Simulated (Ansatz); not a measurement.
# A vacancy of Sn at several sites of amorphous SnO2 (72 atoms), part 3 of 4

At which site of amorphous SnO2 (72 atoms) does a vacancy of Sn cost least, and what about the site decides it?

Ansatz 0.2.0; Kohn-Sham DFT, PBE, PAW (set soft_2), plane waves.

The cell: 24 Sn and 48 O. The quench rate of 50 K/ps is orders of magnitude faster than experiment. The starting topology of bonds comes from the classical model. Sampling is at Γ alone, for a cell whose shortest periodic width is 10 Å.

So far. Step 3 (Relaxation): The relaxation converged after 11 steps, 3.16 eV below its start, with a largest force component of 0.033 eV/Å. Step 5 (Vacancy of Sn, site Sn3): The relaxation converged after 14 steps, 1.23 eV below its start, with a largest force component of 0.042 eV/Å.

## Step 6: Vacancy of Sn, site Sn9

The site has 6 bonded neighbours (O6) at 2.17 Å on average. 

input.yaml reads:

```yaml
crystal:
  lattice:
    - [9.85089, 0.0, 0.0]
    - [0.0, 9.85089, 0.0]
    - [0.0, 0.0, 9.85089]
  atoms:
    [... atom lines 1 to 5 left out ...]
    - { symbol: Sn, position: [0.47036, 0.69886, 0.59036] }
    - { symbol: Sn, position: [0.988, 0.21785, 0.95313] }
    - { symbol: Sn, position: [0.20607, 0.48065, 0.75554] }
    - { symbol: Sn, position: [0.58541, 0.98948, 0.49047] }
    - { symbol: Sn, position: [0.81049, 0.01815, 0.2295] }
    - { symbol: Sn, position: [0.98783, 0.72974, 0.11547] }
    - { symbol: Sn, position: [0.82432, 0.53847, 0.93738] }
    [... atom lines 13 to 71 left out ...]
magnetization:
  spin_polarized: true
kpoints:
  mp_grid: { grid: [1, 1, 1] }
hamiltonian:
  xc: pbe
scf:
  occupations: { method: fermi_dirac, width: 0.025 }
  lower_state_search: "off"
output:
  forces: true
  eigenvalues: true
relax:
  f_tol: 0.05
  max_steps: 90
```

Run with:

```
$ ansatz run input.yaml --threads 4 --pin off --max-ram 8192MiB --backend cpu --events-out ev --progress --plain --runs-dir out
```

Numbers of over 12 decimals in the logs are rounded to 6 here.

The program printed:

```text
[...]
Crystal: 71 atoms, lattice volume = 955.931 Å³
Basis set: ecut = 420 eV, 18805 PW (Γ), exchange–correlation on 144×144×144 points (8 copies of the dense FFT grid, shifted against one another)
Bands: 378, of which v1, the nominal top of the filled ones, is band 305 counted from 1 (304 counted from 0)
Symmetry: 1 space group operations
[...]
k-points: 1
[...]
Starting moments: Σ|m| = 3.6 μB on 6 of 71 sites
[...]
SCF iter   1: F=—  HF=-165778.778322 eV  |F-HF|=—  |Δ(HF+E_count)|=         —  Δρ=4.71e-2 (↑4.29e-2 ↓4.71e-2)  dr2=7.31e1  dr2_m=1.05e0  M=3.819 μB ∫|m|=4.387 μB  β_m=0.30  ethr=3.10e-3  ⟨swp⟩=6.0  Hψ=2898  notcnv=0  defer=15
[...]
SCF iter   3: F=—  HF=-165766.728242 eV  |F-HF|=—  |Δ(HF+E_count)|=    1.85e0  Δρ=3.21e-2 (↑1.96e-2 ↓3.21e-2)  dr2=2.27e1  dr2_m=1.22e0  M=3.905 μB ∫|m|=4.338 μB  β_m=0.30  ethr=3.10e-3  ⟨swp⟩=2.5  Hψ=1170  notcnv=0  defer=134
[...]
SCF iter   8: F=—  HF=-165763.972127 eV  |F-HF|=—  |Δ(HF+E_count)|=   4.43e-3  Δρ=5.43e-3 (↑2.37e-3 ↓5.43e-3)  dr2=3.92e-1  dr2_m=6.62e-2  M=3.836 μB ∫|m|=4.215 μB  β_m=0.30  ethr=1.72e-4  ⟨swp⟩=2.0  Hψ=880  notcnv=0  defer=134
[...]
spin-set hold released at iteration 8 (site moments contracting): the magnetisation degrees of freedom join the quasi-Newton model from the next iteration; the mixer history was flushed
SCF iter   9: F=—  HF=-165764.042975 eV  |F-HF|=—  |Δ(HF+E_count)|=   7.08e-2  Δρ=9.47e-3 (↑2.13e-3 ↓9.47e-3)  dr2=1.48e0  dr2_m=1.73e-1  M=3.967 μB ∫|m|=4.364 μB  β_m=0.15  ethr=6.43e-5  ⟨swp⟩=3.5  Hψ=846  notcnv=0  defer=134  recentre
SCF iter  10: F=—  HF=-165763.985653 eV  |F-HF|=—  |Δ(HF+E_count)|=   5.73e-2  Δρ=5.20e-3 (↑1.91e-3 ↓5.20e-3)  dr2=3.60e-1  dr2_m=6.49e-2  M=3.940 μB ∫|m|=4.316 μB  β_m=0.07  ethr=6.43e-5  ⟨swp⟩=3.5  Hψ=927  notcnv=0  defer=134
[...]
SCF iter  21: F=-165764.045789 eV  HF=-165764.045813 eV  |F-HF|=2.39e-5  |Δ(HF+E_count)|=   2.01e-5  Δρ=5.28e-5 (↑1.80e-5 ↓5.28e-5)  dr2=4.17e-5  dr2_m=6.68e-6  M=3.994 μB ∫|m|=4.414 μB  β_m=0.33  ethr=1.02e-8  ⟨swp⟩=11.0  Hψ=3268  notcnv=0
SCF iter  22: F=-165764.045800 eV  HF=-165764.045814 eV  |F-HF|=1.43e-5  |Δ(HF+E_count)|=   1.24e-6  Δρ=4.03e-5 (↑1.26e-5 ↓4.03e-5)  dr2=2.65e-5  dr2_m=3.74e-6  M=3.994 μB ∫|m|=4.414 μB  ethr=6.83e-9  ⟨swp⟩=2.0  Hψ=1769  notcnv=0
SCF 1 converged in 22 iterations: F = -165764.045800 eV  dr2 = 2.65e-5
[...]
relax step   1: F+E_penalty+E_count = -165764.04579971 eV  Δ(F+E_penalty+E_count) = +0.000e0 eV  max|allowed force component| = 1.435e0 eV/Å  Δτ_max = 0.0000 Å  (22 SCF iters, dr2 threshold 6.25e-5 eV, accepted)
[... from here on, the SCF cycles and remarks between the steps are left out ...]
relax step   2: F+E_penalty+E_count = -165764.87098207 eV  Δ(F+E_penalty+E_count) = -8.252e-1 eV  max|allowed force component| = 7.203e-1 eV/Å  Δτ_max = 0.1987 Å  (18 SCF iters, dr2 threshold 1.00e-4 eV, accepted)
relax step   3: F+E_penalty+E_count = -165765.28274706 eV  Δ(F+E_penalty+E_count) = -4.118e-1 eV  max|allowed force component| = 4.541e-1 eV/Å  Δτ_max = 0.2000 Å  (19 SCF iters, dr2 threshold 3.24e-5 eV, accepted)
relax step   4: F+E_penalty+E_count = -165765.52672719 eV  Δ(F+E_penalty+E_count) = -2.440e-1 eV  max|allowed force component| = 3.433e-1 eV/Å  Δτ_max = 0.1942 Å  (18 SCF iters, dr2 threshold 5.20e-5 eV, accepted)
relax step   5: F+E_penalty+E_count = -165765.69565555 eV  Δ(F+E_penalty+E_count) = -1.689e-1 eV  max|allowed force component| = 3.080e-1 eV/Å  Δτ_max = 0.1937 Å  (17 SCF iters, dr2 threshold 4.68e-5 eV, accepted)
relax step   6: F+E_penalty+E_count = -165765.82873249 eV  Δ(F+E_penalty+E_count) = -1.331e-1 eV  max|allowed force component| = 1.808e-1 eV/Å  Δτ_max = 0.1951 Å  (16 SCF iters, dr2 threshold 5.42e-5 eV, accepted)
relax step   7: F+E_penalty+E_count = -165765.88050706 eV  Δ(F+E_penalty+E_count) = -5.177e-2 eV  max|allowed force component| = 2.791e-1 eV/Å  Δτ_max = 0.1946 Å  (17 SCF iters, dr2 threshold 1.13e-5 eV, accepted)
relax step   8: F+E_penalty+E_count = -165765.90872056 eV  Δ(F+E_penalty+E_count) = -2.821e-2 eV  max|allowed force component| = 1.216e-1 eV/Å  Δτ_max = 0.0281 Å  (15 SCF iters, dr2 threshold 2.68e-5 eV, accepted)
relax step   9: F+E_penalty+E_count = -165765.81233145 eV  Δ(F+E_penalty+E_count) = +9.639e-2 eV  max|allowed force component| = 4.486e-1 eV/Å  Δτ_max = 0.2000 Å  (19 SCF iters, dr2 threshold 2.81e-6 eV, rejected (line search))
relax step  10: F+E_penalty+E_count = -165765.93239250 eV  Δ(F+E_penalty+E_count) = -2.367e-2 eV  max|allowed force component| = 6.504e-2 eV/Å  Δτ_max = 0.0658 Å  (27 SCF iters, accepted)
relax step  11: F+E_penalty+E_count = -165765.92893837 eV  Δ(F+E_penalty+E_count) = +3.454e-3 eV  max|allowed force component| = 1.470e-1 eV/Å  Δτ_max = 0.1000 Å  (19 SCF iters, rejected (line search))
relax step  12: F+E_penalty+E_count = -165765.93997788 eV  Δ(F+E_penalty+E_count) = -7.585e-3 eV  max|allowed force component| = 4.386e-2 eV/Å  Δτ_max = 0.0442 Å  (22 SCF iters, accepted)
SCF converged after 22 iterations
Magnetization: 3.9983 μB (306.9992 up, 303.0008 down)
Absolute magnetization: 4.4457 μB (∫|ρ↑−ρ↓|, with the PAW one-centre terms)
[...]
Per-site moments (μB) at R_I (Å): [(-0.000169073, 0.850298), (-0.000569269, 0.832783), (-0.00232073, 0.807400), (-7.134568873821676e-5, 0.843893), (-5.1825687162997984e-5, 0.798552), [...]
Free energy (F): -165765.939978 eV
[...]
Internal energy: -165765.900581 eV  (E = F + TS)
E sigma→0 (E₀):  -165765.920279 eV
Entropy (-TS):   -0.039397 eV (-0.555 meV/atom)
Fermi energy:    7.532407 eV
[...]
Σ components = -165765.939978   (vs F -165765.939978, Δ=0.00e0)
--- Forces (eV/Å), atoms counted from 1 ---
  atom   1  Sn     0.00743429    -0.01067491    -0.01257519
  atom   2  Sn    -0.00675089     0.00338745    -0.01123550
  atom   3  Sn     0.02757013     0.02618299     0.02769108
  atom   4  Sn     0.00413630     0.00272182     0.00206695
[...]
atom  71  O      0.02922732    -0.01214916     0.00922054
  max |Σ_I F_I| component: 1.47e-5 eV/Å
--- Band table (eV) ---
[...]
--- Relaxed structure (12 steps of the walk, 10 accepted, 0 SCFs on fresh bases) ---
  F+E_penalty+E_count = -165765.93997788 eV   max|allowed force component| = 4.386e-2 eV/Å
  atoms:
    - { symbol: Sn, position: [0.717002, 0.673675, 0.329092] }
    - { symbol: Sn, position: [0.052021, 0.211753, 0.404866] }
    - { symbol: Sn, position: [0.506779, 0.198355, 0.087580] }
    - { symbol: Sn, position: [0.770931, 0.455339, 0.567776] }
[...]
- { symbol: O, position: [0.186793, 0.368568, 0.376066] }
```

Elapsed: 5.2 min, on 4 threads of Intel Xeon Platinum 8259CL at 2.50GHz (Skylake/Cascade Lake), shared host; peak memory 2.3 GiB.

The relaxation converged after 12 steps, 1.89 eV below its start, with a largest force component of 0.044 eV/Å.

The surroundings of the place of the removed atom, after relaxation: 10 atoms, nearest first, with positions taken from that point. Atoms keep their numbers of the cell before the removal, where the removed atom was number 9.

| atom | x | y | z | distance (Å) | bonds | moment (μB) |
| --- | --- | --- | --- | --- | --- | --- |
| O27 | 1.61 | -0.01 | -1.00 | 1.89 | 2 | 0.08 |
| O55 | 1.10 | -1.85 | 1.12 | 2.42 | 2 | 0.05 |
| O44 | -2.20 | 0.04 | 1.07 | 2.45 | 2 | 0.46 |
| O45 | -0.74 | -2.07 | -1.23 | 2.52 | 2 | 0.01 |
| O51 | -0.53 | 2.21 | -1.16 | 2.55 | 2 | 0.16 |
| O50 | 0.32 | 0.76 | 2.60 | 2.73 | 3 | 0.00 |
| Sn17 | 2.51 | -1.64 | -0.33 | 3.02 | 6 | 0.00 |
| O53 | -2.85 | 0.05 | -1.09 | 3.05 | 2 | 0.38 |
| O30 | 1.82 | 2.48 | 0.57 | 3.13 | 2 | 0.47 |
| Sn2 | -1.64 | 1.64 | 2.18 | 3.18 | 6 | 0.00 |

The column of bonds counts only the pairs O-Sn within 2.58 Å; other neighbours, such as metal atoms beside each other in a compound, aren't counted, and periodic images can show an atom twice.

The largest move is 1.08 Å, by O30.

## Step 7: Vacancy of Sn, site Sn2

The site has 6 bonded neighbours (O6) at 2.10 Å on average. 

Input and log are left out; they have the form of those shown for this kind of step.

It took 3.5 min on 4 threads of Intel Xeon Platinum 8259CL at 2.50GHz (Skylake/Cascade Lake), shared host; peak memory 2.3 GiB; 14 min of CPU time.

The relaxation converged after 10 steps, 1.93 eV below its start, with a largest force component of 0.035 eV/Å.

The surroundings of the place of the removed atom, after relaxation: 11 atoms, nearest first, with positions taken from that point. Atoms keep their numbers of the cell before the removal, where the removed atom was number 2.

| atom | x | y | z | distance (Å) | bonds | moment (μB) |
| --- | --- | --- | --- | --- | --- | --- |
| O70 | -1.30 | 0.93 | 0.97 | 1.87 | 2 | 0.45 |
| O59 | -1.10 | 1.10 | -1.41 | 2.10 | 2 | 0.34 |
| O50 | 1.82 | -1.09 | 0.21 | 2.13 | 3 | 0.03 |
| O72 | 1.50 | 1.81 | -0.30 | 2.37 | 2 | 0.28 |
| O67 | -0.44 | -1.96 | 1.53 | 2.53 | 2 | 0.50 |
| O44 | -0.20 | -2.07 | -1.57 | 2.61 | 2 | 0.51 |
| Sn22 | -2.03 | -0.75 | 1.94 | 2.91 | 6 | 0.00 |
| Sn9 | 1.69 | -1.48 | -1.94 | 2.97 | 6 | 0.00 |
| Sn20 | 0.59 | 2.13 | -2.13 | 3.06 | 6 | 0.00 |
| Sn16 | 2.99 | 0.62 | 0.33 | 3.07 | 5 | 0.00 |
| O56 | -2.72 | -1.51 | 0.15 | 3.11 | 3 | 0.00 |

The column of bonds counts only the pairs O-Sn within 2.52 Å; other neighbours, such as metal atoms beside each other in a compound, aren't counted, and periodic images can show an atom twice.

The largest move is 0.75 Å, by O67.

## Step 8: Vacancy of Sn, site Sn7

The site has 5 bonded neighbours (O5) at 2.06 Å on average. 

Input and log are left out; they have the form of those shown for this kind of step.

Run time: 7.8 min. Hardware: 4 threads of Intel Xeon Platinum 8259CL at 2.50GHz (Skylake/Cascade Lake), shared host; peak memory 2.3 GiB; 30 min of CPU time.

The relaxation converged after 18 steps, 1.50 eV below its start, with a largest force component of 0.030 eV/Å.

The surroundings of the place of the removed atom, after relaxation: 10 atoms, nearest first, with positions taken from that point. Atoms keep their numbers of the cell before the removal, where the removed atom was number 7.

| atom | x | y | z | distance (Å) | bonds | moment (μB) |
| --- | --- | --- | --- | --- | --- | --- |
| O57 | -1.09 | -1.02 | -1.02 | 1.81 | 2 | 0.24 |
| O39 | -1.50 | 1.23 | 0.50 | 2.00 | 2 | 0.27 |
| O38 | 0.82 | 1.57 | -1.66 | 2.43 | 1 | 0.89 |
| O51 | 1.98 | 0.18 | 1.50 | 2.49 | 2 | 0.53 |
| O53 | -0.87 | -2.57 | 1.18 | 2.96 | 3 | 0.01 |
| O59 | -0.27 | 1.18 | 3.04 | 3.27 | 3 | 0.01 |
| Sn20 | 1.34 | 2.12 | 2.14 | 3.30 | 6 | 0.00 |
| O62 | 0.38 | 3.26 | 0.65 | 3.35 | 3 | 0.23 |
| Sn22 | -1.47 | -0.81 | -2.97 | 3.41 | 6 | 0.00 |
| Sn21 | -2.00 | -2.77 | -0.55 | 3.45 | 6 | 0.00 |

The column of bonds counts only the pairs O-Sn within 2.58 Å; other neighbours, such as metal atoms beside each other in a compound, aren't counted, and periodic images can show an atom twice.

The largest move is 0.78 Å, by O53.

## Step 9: Vacancy of Sn, site Sn23

The site has 6 bonded neighbours (O6) at 2.11 Å on average. 

Input and log are left out; they have the form of those shown for this kind of step.

Elapsed: 6.6 min, on 4 threads of Intel Xeon Platinum 8259CL at 2.50GHz (Skylake/Cascade Lake), shared host; peak memory 2.3 GiB; 25 min of CPU time.

The relaxation converged after 16 steps, 1.36 eV below its start, with a largest force component of 0.042 eV/Å.

The surroundings of the place of the removed atom, after relaxation: 10 atoms, nearest first, with positions taken from that point. Atoms keep their numbers of the cell before the removal, where the removed atom was number 23.

| atom | x | y | z | distance (Å) | bonds | moment (μB) |
| --- | --- | --- | --- | --- | --- | --- |
| O48 | -0.33 | -1.21 | 1.05 | 1.64 | 1 | 0.76 |
| O64 | 0.60 | 1.61 | -1.06 | 2.02 | 2 | 0.32 |
| O52 | 1.45 | -1.02 | -1.19 | 2.13 | 2 | 0.55 |
| O28 | -1.85 | -0.48 | -1.39 | 2.36 | 2 | 0.01 |
| O33 | -1.87 | 0.55 | 1.54 | 2.49 | 2 | 0.24 |
| O35 | 0.99 | 2.10 | 1.27 | 2.64 | 2 | 0.34 |
| Sn8 | -2.96 | 0.74 | -0.21 | 3.06 | 6 | 0.00 |
| Sn4 | 2.21 | 0.75 | -1.97 | 3.06 | 6 | 0.00 |
| Sn19 | -0.59 | 1.76 | 2.56 | 3.16 | 6 | 0.00 |
| O43 | -1.88 | 2.81 | -0.31 | 3.39 | 3 | 0.04 |

The column of bonds counts only the pairs O-Sn within 2.58 Å; other neighbours, such as metal atoms beside each other in a compound, aren't counted, and periodic images can show an atom twice.

The largest move is 0.66 Å, by O35.

[end of part 3 of 4]

[Logs are printed without paths, hosts, clocks, repeated set-up lines and the standing remarks that a program may print on its own settings, such as how far it seeks lower states.]

[Hosts, paths, dates, database ids (printed as entryN), source tags and the programs' standing remarks are cut or masked in the printed files.]
